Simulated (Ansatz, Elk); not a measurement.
**Bonding as seen by X-rays: CaTi**

The structure of CaTi used here is made up (a known structure type with other elements) and was relaxed beforehand with PBE. The aim is the Fourier transform of its all-electron density, F(hkl), set beside the sum over free spherical atoms that refinements use.

Calculated with Elk 11.2.3 (patched build); DFT, PBE, all-electron APW+lo, Dirac cores, scalar-relativistic bands, static density, no spin.

The structure was built from a prototype and need not be the compound's stable phase.

## Step 1: The starting structure

It takes space group P4/nmm (No. 129, tetragonal). Conventional cell: a = 3.205 Å, b = 3.205 Å, c = 10.373 Å, α = 90.00°, β = 90.00°, γ = 90.00°. Ti has 8 Ti at 2.80 to 3.20 Å and 4 Ca at 3.53 Å nearest. Ca has 4 Ca at 3.20 Å and 4 Ti at 3.53 Å nearest. Farther neighbours are not listed.

## Step 2: Ground state and structure factors

An all-electron density is needed, since X-rays see the cores too. Task 0 finds the density and task 195 Fourier-transforms it; tshift is off so that phases refer to the origin typed.

elk.in reads:

```
tasks
  0
  195

xctype
  20

spinpol
  .false.

rgkmax
  7.0

gmaxvr
  14.0

lmaxo
  7

lmaxapw
  8

swidth
  0.002

tshift
  .false.

ramdisk
  .false.

hmaxvr
  5.5

maxscl
  120

epspot
  1e-06

sppath
  './'

avec
  6.05647458937 0.00000000000 0.00000000000
  0.00000000000 6.05647458937 0.00000000000
  0.00000000000 0.00000000000 19.60230967094

atoms
  2
  'Ti.in'
  2
  0.5000000000 0.0000000000 0.4204080237   0.000000 0.000000 0.000000
  0.0000000000 0.5000000000 0.5795919763   0.000000 0.000000 0.000000
  'Ca.in'
  2
  0.5000000000 0.0000000000 0.8406375114   0.000000 0.000000 0.000000
  -0.0000000000 0.5000000000 0.1593624886   0.000000 0.000000 0.000000

ngridk
  7 7 3
```

Started as:

```
$ OMP_NUM_THREADS=4 elk
```

Numbers of over 12 decimals in the logs are rounded to 6 here.

The program printed:

```text
┌─────────────────────────┐
│ Elk code version 11.2.3 │
└─────────────────────────┘

All units are atomic (Hartree, Bohr, etc.)

┌─────────────────────────────────────────────────┐
│ Ground-state run starting from atomic densities │
└─────────────────────────────────────────────────┘

Lattice vectors :
   6.056474589       0.000000000       0.000000000
   0.000000000       6.056474589       0.000000000
   0.000000000       0.000000000       19.60230967

Reciprocal lattice vectors :
   1.037432786       0.000000000       0.000000000
   0.000000000       1.037432786       0.000000000
   0.000000000       0.000000000      0.3205329072

Unit cell volume      :    719.0300560
Brillouin zone volume :   0.3449789218

Muffin-tin inner radius fraction :   0.1000000000E-01

Nuclei treated as point charges

Species : 1 (Ti)
 parameters loaded from : Ti.in
 name : titanium
 nuclear charge    :   -22.00000000
 electronic charge :    22.00000000
 atomic mass :    87256.20317
 muffin-tin radius :    2.400000000
 number of radial points in muffin-tin :    993
 inner part over the whole radius :   0.9985722337E-02
 number on inner part of muffin-tin    :    699
 approximate nuclear radius :   0.6805665174E-04
 number of mesh points to nuclear radius :    325
 atomic positions (lattice), magnetic fields (Cartesian) :
  1 :   0.50000000  0.00000000  0.42040802    0.00000000  0.00000000  0.00000000
  2 :   0.00000000  0.50000000 -0.42040802    0.00000000  0.00000000  0.00000000

Species : 2 (Ca)
 parameters loaded from : Ca.in
 name : calcium
 nuclear charge    :   -20.00000000
 electronic charge :    20.00000000
 atomic mass :    73057.72475
 muffin-tin radius :    2.400000000
 number of radial points in muffin-tin :    993
 inner part over the whole radius :   0.9970789793E-02
 number on inner part of muffin-tin    :    698
 approximate nuclear radius :   0.6614485811E-04
 number of mesh points to nuclear radius :    321
 atomic positions (lattice), magnetic fields (Cartesian) :
  1 :   0.50000000  0.00000000 -0.15936249    0.00000000  0.00000000  0.00000000
  2 :   0.00000000  0.50000000  0.15936249    0.00000000  0.00000000  0.00000000

Total number of atoms per unit cell :    4
Total muffin-tin volume :    231.6233432
 ratio of muffin-tin to unit cell volume :   0.3221330475

Spin treatment :
 spin-unpolarised

Number of Bravais lattice symmetries :   16
Number of crystal symmetries         :   16
Crystal has no inversion symmetry
Complex Hermitian eigensolver will be used

k-point grid :      7     7     3
k-point offset :    0.000000000       0.000000000       0.000000000
k-point set is reduced with full crystal symmetry group
Total number of k-points :       20

Muffin-tin radius times maximum |G+k| :    7.000000000
 using average radius
Maximum |G+k| for APW functions       :    2.916666667
Maximum (1/2)|G+k|²                   :    4.253472222
Maximum |G| for potential and density :    14.00000000
Constant for pseudocharge density :    8
 order of it for each species :   15  15
 order of it for pair densities of each species (exact exchange by exxq0 0: 16) :   10  10
Radial integration step length :    1

G-vector grid sizes :     27    27    90
Number of G-vectors :    33359

Maximum angular momentum used for
 APW functions            :    8
 outer part of muffin-tin :    7
 inner part of muffin-tin :    2

Total nuclear charge    :   -84.00000000
Total core charge       :    40.00000000
Total valence charge    :    44.00000000
Total excess charge     :    0.000000000
Total electronic charge :    84.00000000

Effective Wigner radius, rₛ :    1.268994432

Number of empty states         :     16
Total number of valence states :     39
Total number of core states    :     40

Third-order local-orbitals added for an l without core states : T
Total number of local-orbitals :     52

Exchange-correlation functional :     20     0     0
 Perdew-Burke-Ernzerhof, Phys. Rev. Lett. 77, 3865 (1996)
 gradient requirement :    1
[...]
Madelung                    :     -3666.6769098232
 xc potential                :     -213.32764178653
 exchange                    :     -153.14531673887
 correlation                 :     -3.549846
 electron entropic           :    -0.29060240215250E-02
 total energy                :     -3069.2853263424

Density of states at Fermi energy :    224.1061116
 (states/Hartree/unit cell)

Estimated indirect band gap :   0.1185241367E-03
 from k-point 4 to k-point 14
Estimated direct band gap   :   0.2452131052E-03
 at k-point 14

Charges :
 core                        :    40.00000000
 valence                     :    44.00000000
 interstitial                :    7.010252154
 muffin-tins (core leakage)
  species : 1 (Ti)
   atom 1                    :    20.38406778     ( -0.2204170908E-06)
   atom 2                    :    20.38406778     ( -0.2204170908E-06)
  species : 2 (Ca)
[...]
total in muffin-tins        :    76.98974785
 total calculated charge     :    84.00004258
 total charge                :    84.00000000
 error                       :   0.4257996541E-04

RMS change in Kohn-Sham potential (target) :   0.3695987082     (  0.1000000000E-05)
Absolute change in total energy (target)   :   0.3575658457     (  0.1000000000E-03)

[... loops 3 to 16 left out ...]

┌──────────────────┐
│ Loop number : 17 │
└──────────────────┘

Energies :
 Fermi                       :     0.183854
 sum of occupied eigenvalues :     -1795.2036406017
 electron kinetic            :      3095.1408706971
 core electron kinetic       :      2868.4121896748
 Coulomb                     :     -6006.8792239545
 Coulomb potential           :     -4687.4901581788
 nuclear-nuclear             :     -407.06305550241
 electron-nuclear            :     -6523.6435472464
 Hartree                     :      923.82737879425
 Madelung                    :     -3663.1341448651
 xc potential                :     -202.85435312002
 exchange                    :     -153.08727584828
 correlation                 :     -3.544458
 electron entropic           :    -0.15480099036949E-02
 total energy                :     -3068.3716347919

Density of states at Fermi energy :    115.7447550
 (states/Hartree/unit cell)

Estimated indirect band gap :   0.1409451796E-02
 from k-point 17 to k-point 5
Estimated direct band gap   :   0.9865938101E-02
 at k-point 17

Charges :
 core                        :    40.00000000
 valence                     :    44.00000000
 interstitial                :    7.175159363
 muffin-tins (core leakage)
  species : 1 (Ti)
[...]
species : 2 (Ca)
[...]
total in muffin-tins        :    76.82484064
 total calculated charge     :    84.00005749
 total charge                :    84.00000000
 error                       :   0.5749464972E-04

RMS change in Kohn-Sham potential (target) :   0.4234354280E-06 (  0.1000000000E-05)
Absolute change in total energy (target)   :   0.4930138084E-04 (  0.1000000000E-03)

Convergence targets achieved

┌──────────────────┐
│ Loop number : 18 │
└──────────────────┘

Energies :
 Fermi                       :     0.183854
 sum of occupied eigenvalues :     -1795.2036208776
 electron kinetic            :      3095.1408893188
 core electron kinetic       :      2868.4121960540
 Coulomb                     :     -6006.8792240195
 Coulomb potential           :     -4687.4901485622
 nuclear-nuclear             :     -407.06305550241
 electron-nuclear            :     -6523.6435571776
 Hartree                     :      923.82738866051
 Madelung                    :     -3663.1341497384
 xc potential                :     -202.85436163412
 exchange                    :     -153.08727592567
 correlation                 :     -3.544458
 electron entropic           :    -0.15480120423257E-02
 total energy                :     -3068.3716163087

Density of states at Fermi energy :    115.7449103
 (states/Hartree/unit cell)

Estimated indirect band gap :   0.1409451246E-02
 from k-point 17 to k-point 5
Estimated direct band gap   :   0.9865928809E-02
 at k-point 17

Charges :
 core                        :    40.00000000
 valence                     :    44.00000000
 interstitial                :    7.175159093
 muffin-tins (core leakage)
  species : 1 (Ti)
[...]
atom 2                    :    20.21989146     ( -0.2204315681E-06)
  species : 2 (Ca)
   atom 1                    :    18.19252900     ( -0.1987050684E-06)
   atom 2                    :    18.19252900     ( -0.1987050684E-06)
 total in muffin-tins        :    76.82484091
 total calculated charge     :    84.00005749
 total charge                :    84.00000000
 error                       :   0.5749480924E-04

┌──────────────────────────────┐
│ Self-consistent loop stopped │
└──────────────────────────────┘

Wrote STATE.OUT
```

Run time: 22 s. Hardware: 4 threads of Arm Neoverse V2, shared host; peak memory 0.16 GiB.

SFACRHO.OUT:

```text

h k l indices transformed by vhmat matrix:
   1.000000000       0.000000000       0.000000000    
   0.000000000       1.000000000       0.000000000    
   0.000000000       0.000000000       1.000000000    

      h      k      l  multipl.   |H|            Re(F)            Im(F)           |F|

      0      0      0      1   0.0000000       84.000001      0.10317477E-15   84.000001    
      0      0      1      2  0.32053291      -16.721085     -0.74839099E-14   16.721085    
      0      0     -2      2  0.64106581       6.6502400     -0.49892733E-14   6.6502400    
      0      0      3      2  0.96159872      -34.353349      -0.0000000       34.353349    
      0      1      0      4   1.0374328     -0.24946366E-14 -0.10584759E-13  0.10874757E-13
      1      0     -1      4   1.0858214      0.87312282E-14  -9.4387374       9.4387374    
     -1      0      1      4   1.0858214      0.74839099E-14   9.4387374       9.4387374    
      0     -1     -2      4   1.2195213      0.26193685E-13   54.413388       54.413388    
      0      1      2      4   1.2195213      0.26193685E-13  -54.413388       54.413388    
      0      0      4      2   1.2821316      -32.050469     -0.13720501E-13   32.050469    
      0     -1      3      4   1.4145455     -0.27441003E-13   27.054342       27.054342    
     -1      0      3      4   1.4145455      0.17462456E-13  -27.054342       27.054342    
      1     -1      0      4   1.4671515      -58.239379      0.13434160E-15   58.239379    
      1     -1     -1      8   1.5017573       11.764300     -0.74839099E-14   11.764300    
     -1      1      2      8   1.6010930      -4.6819367     -0.12473183E-13   4.6819367    
      0      0      5      2   1.6026645       31.191661      0.19957093E-13   31.191661    
     -1      0     -4      4   1.6492811     -0.14967820E-13  -6.5346857       6.5346857    
      1      0      4      4   1.6492811     -0.14967820E-13   6.5346857       6.5346857
```

Elk indexes on the primitive cell of elk.in and gives |H| = 4π sin θ/λ in inverse bohr. Below, one row stands for each form hkl of the conventional cell (m members, Friedel mates merged), F is for one primitive cell and the density is static (no thermal factor). Free-atom factors are Waasmaier and Kirfel's, and R is Σm||F|−|F'||/Σm|F|.

| hkl | m | sin θ/λ (Å⁻¹) | abs F, DFT | neutral atoms | diff. | abs of complex diff. |
| --- | --- | --- | --- | --- | --- | --- |
| 001 | 2 | 0.048 | 16.721 | 16.605 | +0.116 | 0.116 |
| 002 | 2 | 0.096 | 6.650 | 6.499 | +0.151 | 0.151 |
| 003 | 2 | 0.145 | 34.353 | 33.980 | +0.373 | 0.373 |
| 100 | 4 | 0.156 | 0.000 | 0.000 | +0.000 | 0.000 |
| 101 | 8 | 0.163 | 9.439 | 9.335 | +0.103 | 0.103 |
| 102 | 8 | 0.183 | 54.413 | 54.688 | -0.274 | 0.274 |
| 004 | 2 | 0.193 | 32.050 | 32.392 | -0.342 | 0.342 |
| 103 | 8 | 0.213 | 27.054 | 27.413 | -0.359 | 0.359 |
| 110 | 4 | 0.221 | 58.239 | 58.333 | -0.093 | 0.093 |
| 111 | 8 | 0.226 | 11.764 | 12.133 | -0.369 | 0.369 |
| 112 | 8 | 0.241 | 4.682 | 4.973 | -0.291 | 0.291 |
| 005 | 2 | 0.241 | 31.192 | 31.419 | -0.227 | 0.227 |
| 104 | 8 | 0.248 | 6.535 | 6.808 | -0.274 | 0.274 |
| 113 | 8 | 0.264 | 26.931 | 26.970 | -0.039 | 0.039 |
| 105 | 8 | 0.287 | 39.177 | 39.205 | -0.028 | 0.028 |
| 006 | 2 | 0.289 | 3.464 | 3.666 | -0.202 | 0.202 |
| 114 | 8 | 0.293 | 26.743 | 26.578 | +0.165 | 0.165 |
| 200 | 4 | 0.312 | 48.669 | 48.620 | +0.049 | 0.049 |
| 201 | 8 | 0.316 | 10.277 | 10.222 | +0.055 | 0.055 |
| 202 | 8 | 0.327 | 4.249 | 4.238 | +0.010 | 0.010 |
| 115 | 8 | 0.327 | 26.533 | 26.488 | +0.045 | 0.045 |
| 106 | 8 | 0.329 | 2.610 | 2.502 | +0.107 | 0.107 |

## Step 3: The highest occupied states alone

An energy window below the Fermi level keeps the highest occupied states, to see at which angles they scatter; shallow core shells can lie inside it and anion s states outside. No new self-consistency is needed.

Edit elk.in of step 2 so:

```diff
@@ -1,3 +1,2 @@
 tasks
-  0
   195
@@ -40,2 +39,5 @@
 
+wsfac
+  -0.257140 0.483850
+
 sppath
```

Started as:

```
$ OMP_NUM_THREADS=4 elk
```

The program printed:

```text
┌─────────────────────────────────┐
│ Elk code version 11.2.3 started │
└─────────────────────────────────┘

Info(readinput): the functional depends on the density's gradient
 muffin-tin radial points multiplied by    2.00000
 (not where nrmtscf is given)

┌────────────────────┐
│ Current task : 195 │
└────────────────────┘

Info(sfacrho): density structure factors written to SFACRHO.OUT

 Energy window :  -0.2571400000      0.4838500000

┌──────────────────┐
│ Elk code stopped │
└──────────────────┘
```

It took 8.2 s on 4 threads; peak memory 0.16 GiB.

States within 12 eV below the Fermi level hold 12.00 electrons; any levels below the window count with the cores. Their amplitudes can exceed the total, where window and core parts have opposite phase:

| hkl | sin θ/λ (Å⁻¹) | abs F, window | abs F, all |
| --- | --- | --- | --- |
| 001 | 0.048 | 4.597 | 16.721 |
| 002 | 0.096 | 2.227 | 6.650 |
| 003 | 0.145 | 0.639 | 34.353 |
| 100 | 0.156 | 0.000 | 0.000 |
| 101 | 0.163 | 1.084 | 9.439 |
| 102 | 0.183 | 1.401 | 54.413 |
| 004 | 0.193 | 0.404 | 32.050 |
| 103 | 0.213 | 1.291 | 27.054 |
| 110 | 0.221 | 1.458 | 58.239 |
| 111 | 0.226 | 0.943 | 11.764 |

[end of part 1 of 2]

[Logs are printed without paths, hosts, clocks, repeated set-up lines and the standing remarks that a program may print on its own settings, such as how far it seeks lower states.]

[Hosts, paths, dates, database ids (printed as entryN), source tags and the programs' standing remarks are cut or masked in the printed files.]
